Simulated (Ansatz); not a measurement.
# K on W(110): change of the work function, part 2 of 2

How does one ordered layer of K (top site) change the work function of W(110), and what dipole does each adsorbate carry?

Ansatz 0.2.0; plane-wave DFT, RPBE, Ansatz PAW.

So far, work function, upper face (eV): step 2 (the clean slab) 4.73; step 3 (adsorbate added) 1.70; step 5 (the slab at 0.25 ML, atoms frozen) 1.71; step 6 (the substrate of the 0.25 ML cell alone) 4.75; step 7 (the adsorbate layer of the 0.25 ML cell alone) 2.39.

## (8) Density difference at 0.25 ML

This step: plane-wave DFT, RPBE, Ansatz PAW; density difference on adsorption (Ansatz 0.2.0).

The densities of the parts are taken from that of the whole and averaged over planes; the first moment of what is left gives the step in the potential.

Numbers from this step:

* largest charge moved: 0.009002 e/Å²
* potential step from the moved charge: -3.052 eV

The electron density difference oscillates, so the rows of the table below give means over windows of 1 Å about each position, cut where the curve ends. Its maxima inside the range that stand out by 2 % of the span (Å: e/Å³): 10.0: 1.2e-4, 12.9: 4.7e-4, 14.7: 3.9e-5, 15.8: 6.0e-4, 17.1: 0.0106. Its minima: 8.9: -2.3e-4, 11.3: -3.9e-4, 13.5: -5.1e-4, 15.3: -0.00156, 16.2: -0.00473, 18.6: -0.00436.

Planar mean, whole system less its parts. Electron density difference against z; means over each step:

```tsv
z (Å)	electron density difference (e/Å³)
4	2.3e-7
5	1.1e-6
6	2.8e-6
7	-2.6e-6
8	2.0e-5
9	-8.1e-5
10	6.8e-5
11	-1.2e-4
12	3.9e-5
13	1.3e-4
14	-1.2e-4
15	-5.1e-4
16	-0.00168
17	0.00828
18	0.00194
19	-0.00377
20	-0.00280
21	-0.00147
22	-1.4e-4
23	9.2e-5
24	6.7e-5
25	2.9e-5
26	1.0e-5
27	2.9e-6
28	6.7e-7
```

Planar mean, whole system less its parts. Electrons moved below z against z:

z (Å), electrons moved below z (e/Å²) and a bar from the least value:
```
        5    0.00000 ###
        6    0.00000 ###
        7    0.00001 ###
        8   -0.00001 ###
        9   -0.00003 ###
       10   -0.00001 ###
       11    0.00002 ###
       12   -0.00009 ###
       13    0.00010 ###
       14   -0.00005 ###
       15   -0.00009 ###
       16   -0.00103 
       17    0.00171 ########
       18    0.00900 ##############################
       19    0.00560 ####################
       20    0.00259 ###########
       21    0.00031 ####
       22   -0.00021 ##
       23   -0.00015 ###
       24   -0.00007 ###
       25   -0.00002 ###
       26   -0.00001 ###
       27    0.00000 ###
       28    0.00000 ###
```

## (9) A changed input: efield.ramp_width = 0.04

This step: plane-wave DFT, RPBE, Ansatz PAW (Ansatz 0.2.0).

System of this step: KW16 (K/W(110)). The cell holds 17 atoms: 16 W and 1 K. Its edges and angles: a = 5.473 Å, b = 5.473 Å, c = 28.566 Å, α = 90.0°, β = 90.0°, γ = 70.5°. Vacuum lies along c.

A run with a changed input: it repeats the earlier run at 0.25 ML with efield.ramp_width from 0.06 to 0.04; its output block differs too.

Input file input.yaml:

```yaml
crystal:
  lattice:
    - [4.468914857, -3.16, 0.0]
    - [4.468914857, 3.16, 0.0]
    - [0.0, 0.0, 28.5663942426]
  atoms:
    - { symbol: W, position: [0.0, 0.0, 0.3150555133] }
    - { symbol: W, position: [0.25, 0.25, 0.3932753057] }
    - { symbol: W, position: [0.0, 0.0, 0.473432931] }
    - { symbol: W, position: [0.25, 0.25, 0.5507833473] }
    - { symbol: W, position: [0.0, 0.5, 0.3150555133] }
    - { symbol: W, position: [0.25, 0.75, 0.3932753057] }
    - { symbol: W, position: [0.0, 0.5, 0.473432931] }
    - { symbol: W, position: [0.25, 0.75, 0.5507833473] }
    - { symbol: W, position: [0.5, 0.0, 0.3150555133] }
    - { symbol: W, position: [0.75, 0.25, 0.3932753057] }
    - { symbol: W, position: [0.5, 0.0, 0.473432931] }
    - { symbol: W, position: [0.75, 0.25, 0.5507833473] }
    - { symbol: W, position: [0.5, 0.5, 0.3150555133] }
    - { symbol: W, position: [0.75, 0.75, 0.3932753057] }
    - { symbol: W, position: [0.5, 0.5, 0.473432931] }
    - { symbol: W, position: [0.75, 0.75, 0.5507833473] }
    - { symbol: K, position: [0.25, 0.25, 0.6849444867] }
kpoints:
  mp_grid: { grid: [6, 6, 1] }
hamiltonian:
  xc: rpbe
scf:
  occupations: { method: fermi_dirac, width: 0.1 }
  convergence: { dr2_threshold: 1.0e-08 }
efield:
  axis: 3
  dipole_correction: true
  ramp_position: 0.97
  ramp_width: 0.04
relax:
  f_tol: 0.02
  max_steps: 60
  constraints: [{ sites: [0, 1, 4, 5, 8, 9, 12, 13] }]
output:
  bader: true
  dos: { projected: true, e_range: [-8, 4] }
  write_potential: true
  write_density: true
  volumetric_format: npy
```

Started as:

```console
> ansatz run input.yaml --threads 4 --pin off --max-ram 6144MiB --backend cpu --events-out ev --progress --plain --runs-dir out
```

It took 11 min on 4 threads of Arm Neoverse N1, shared host; peak memory 3.2 GiB; 42 min of CPU time.

The steps of the relaxation:

```tsv
step	energy less that of the first step (eV)	largest force component (eV/Å)
1	0.0000	0.4923
2	-0.0250	0.5033
3	-0.1393	0.3891
4	-0.1995	0.1890
5	-0.2129	0.1311
6	-0.2155	0.0146
```

Forces are held to the 4 operations that the run works with; a distortion that breaks them can't arise in this run.

The atoms that moved most (Å):

```tsv
atom	dx	dy	dz	length
K17	0.000	0.000	-0.631	0.631
W4	0.000	0.000	-0.042	0.042
W16	0.000	0.000	0.029	0.029
W12	0.000	0.000	0.025	0.025
W8	0.000	0.000	0.025	0.025
W7	0.000	0.005	-0.008	0.010
W11	0.000	-0.005	-0.008	0.010
W3	-0.005	0.000	-0.004	0.006
```

The relaxed structure:

```
W K
1.0
     4.46891   -3.16000    0.00000
     4.46891    3.16000    0.00000
     0.00000    0.00000   28.56639
W K
16 1
Cartesian
  0.0000 0.0000 9.0000
  2.2345 0.0000 11.2345
  -0.0053 0.0000 13.5207
  2.2345 0.0000 15.6917
  2.2345 1.5800 9.0000
  4.4689 1.5800 11.2345
  2.2345 1.5855 13.5161
  4.4689 1.5800 15.7591
  2.2345 -1.5800 9.0000
  4.4689 -1.5800 11.2345
  2.2345 -1.5855 13.5161
  4.4689 -1.5800 15.7591
  4.4689 0.0000 9.0000
  6.7034 0.0000 11.2345
  4.4742 0.0000 13.5207
  6.7034 0.0000 15.7632
  2.2345 0.0000 18.9352
```

Numbers from this step:

```yaml
energy_at_zero_smearing: -167892.8716 eV
work_function_upper_face: 1.697 eV
work_function_lower_face: 4.771 eV
dipole_along_the_normal: 0.4798 e·Å
step_between_the_vacuum_levels: -3.074 eV
```

The density of states has structure finer than the step of the table below, so its rows give means over 0.25 eV, whole bins alone (the curve runs from -8 to 1.8 eV). Peaks (eV: height): -4.540: 28.2, -3.100: 35.1, -2.830: 29.7, -2.740: 27.7, -2.590: 26.0, -1.980: 28.7, -1.650: 26.5.

Table of density of states by energy, zero at the Fermi level; means over each step:

```tsv
energy (eV)	density of states (states/eV a cell)
-7.75	0.941
-7.50	1.87
-7.25	1.98
-7.00	2.28
-6.75	2.14
-6.50	1.67
-6.25	4.39
-6.00	5.14
-5.75	10.8
-5.50	8.38
-5.25	10.9
-5.00	11.6
-4.75	13.3
-4.50	20.3
-4.25	12.8
-4.00	12.1
-3.75	8.68
-3.50	8.32
-3.25	20.1
-3.00	22.6
-2.75	23.7
-2.50	19.9
-2.25	19.3
-2.00	22.8
-1.75	22.0
-1.50	22.3
-1.25	14.7
-1.00	14.4
-0.75	10.0
-0.50	13.7
-0.25	10.2
0.00	13.5
0.25	13.7
0.50	14.9
0.75	14.4
1.00	18.3
1.25	20.6
1.50	20.7
```

Projected DOS per atom over height of the atomic layer and energy from the Fermi level. Layers: W4 W4 W4 W4 K from below.

Ten even steps from '_' (0.00 states/eV) to '@' (1.70 states/eV), each cell a mean:
```
**####++..
****++**--
++----++--
++::--++--
==::::==..
++::::++..
##::::**..
@@++++@@::
%%****@@__
##****%%__
##@@@@##__
==####==__
--------__
==++++==__
==####++__
::++++::__
::====::__
..::::..__
__....____
__..______
__________
__________
```
Columns: height of the atomic layer (Å) from 9 to 18.9 (not evenly spaced); rows upwards: energy from the Fermi level (eV) from -7.96 to 1.75.

```tsv
quantity	this run	earlier run	difference
work function, upper face (eV)	1.697	1.697	-3.8e-4
work function, lower face (eV)	4.771	4.771	3.2e-5
dipole along the normal (e·Å)	0.4798	0.4798	6.7e-5
```

Nothing in the table moves by 0.01 in its unit (for the dipole 0.5 % and 5e-5 e·Å).

## (10) Varying the input

System of this step: W(110). The cell holds 4 atoms: 4 W. Cell: a = 2.737 Å, b = 2.737 Å, c = 24.703 Å, α = 90.0°, β = 90.0°, γ = 70.5°. Vacuum lies along c.

An input spoilt on purpose, to show how the run answers: it repeats the earlier run at 0 ML with efield.ramp_position from 0.97 to 0.475, and scf.max_iter set to 50.

Input file input.yaml:

```yaml
crystal:
  lattice:
    - [2.2344574285, -1.58, 0.0]
    - [2.2344574285, 1.58, 0.0]
    - [0.0, 0.0, 24.7033722856]
  atoms:
    - { symbol: W, position: [0.0, 0.0, 0.3643227287] }
    - { symbol: W, position: [0.5, 0.5, 0.4547742429] }
    - { symbol: W, position: [0.0, 0.0, 0.5452257571] }
    - { symbol: W, position: [0.5, 0.5, 0.6356772713] }
kpoints:
  mp_grid: { grid: [12, 12, 1] }
hamiltonian:
  xc: rpbe
scf:
  occupations: { method: fermi_dirac, width: 0.1 }
  convergence: { dr2_threshold: 1.0e-08 }
  max_iter: 50
efield:
  axis: 3
  dipole_correction: true
  ramp_position: 0.475
  ramp_width: 0.06
relax:
  f_tol: 0.02
  max_steps: 60
  constraints: [{ sites: [0, 1] }]
output:
  write_potential: true
  write_density: true
  volumetric_format: npy
```

It took 0.37 s on 4 threads; peak memory 0.32 GiB.

The input was rejected at the start.

The program's message: “Error: efield: ion 2 (W) at fractional coordinate 0.5452 along the field axis lies inside the sawtooth ramp with 2 of the planes that the density is read on at each end, [0.4639, 0.5461] — the ramp mu …”

The fault put into the input: the ramp among the atoms.

## (11) What came out

- work function of the clean face: 4.73 eV
- work function at 0.25 ML: 1.70 eV
- dipole per adsorbate at 0.25 ML, positive end outwards: 2.28 D
- step of the potential from the moved charge at 0.25 ML, upper less lower side, atoms held: -3.05 eV

In words: K lowers the work function of W(110) at the lowest coverage, by 3.04 eV: the adsorbate layer has its positive end outwards. One coverage alone was completed, so no trend follows. The slab has 4 layers, at the tabulated experimental lattice constant, one starting site was run, and quantum-size effects of a slab this thin can reach one or two tenths of an eV.

[Logs are printed without paths, hosts, clocks, repeated set-up lines and the standing remarks that a program may print on its own settings, such as how far it seeks lower states.]

[Hosts, paths, dates, database ids (printed as entryN), source tags and the programs' standing remarks are cut or masked in the printed files.]

[Maps of the electrostatic potential energy from Ansatz leave out the sawtooth potential of an applied field or a dipole correction, so their vacuum need not be flat; planar profiles and work functions include it.]

[The density of states shown here was stored with 400 of the rows of the run's finer table, so its peaks can read low, often by over a quarter, or be missed, and its means over a window can be off by a tenth or more.]
